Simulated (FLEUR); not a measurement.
Records of electronic-structure calculations.

### Magnetic state of Fe3Ge from several starts

The structure is cubic, space group Pm-3m (No. 221). The conventional cell has a = 3.661 Å, b = 3.661 Å, c = 3.661 Å, α = 90.00°, β = 90.00°, γ = 90.00°. Fe has 4 Ge at 2.59 Å and 8 Fe at 2.59 Å nearest. Ge has 12 Fe at 2.59 Å nearest. Farther neighbours are not listed.

| Property | Result |
| --- | --- |
| method | LDA (VWN); all-electron FLAPW, Dirac cores, scalar-relativistic bands (and 1 further level or step) |
| program | FLEUR MaX-R8.1 |
| settings of one run | kmax 3.6 1/bohr, gmax 10.8 1/bohr, muffin tin radii Fe: 2.38, Ge: 2.38 bohr, lmax Fe: [8, 6], Ge: [8, 6], hist occupations, smearing width 0.05 eV, mixer Anderson, mixing 0.05, max iterations 90, stop 2.00e-5 me/bohr³, collinear spin, 8×8×8 k-mesh, mesh matched on, starting moments 2.8 2.8 2.8 0 μB |
| cost | 5 runs, 13 min in all on 4 MPI ranks of Intel Xeon 6975P-C (Granite Rapids), shared host (the runs of this entry) |
| notes | The run is spin-polarised, with a total moment of 6.39 μB a cell. This is the lowest of 4 finished starts, no proof of the ground state. |
| lowest state found | ferromagnetic (initial ferro +++) |
| largest site spin moment | 2.18 μB |
| next finished state | antiferromagnetic, 118 meV a seeded atom higher |
| energy gained by spin polarisation | 349 meV a seeded atom |
| orbital moment on the atom of largest spin, along its spin (spin–orbit run) | 0.0580 μB |

The lowest state found is ferromagnetic, reached from the start ferro +++, with moments up to 2.18 μB. The next finished state costs 118 meV a seeded atom.

[Hosts, paths, dates, database ids (printed as entryN), source tags and the programs' standing remarks are cut or masked in the printed files.]

[Where a cell is said to come from a database of computed structures, the database is the Materials Project.]
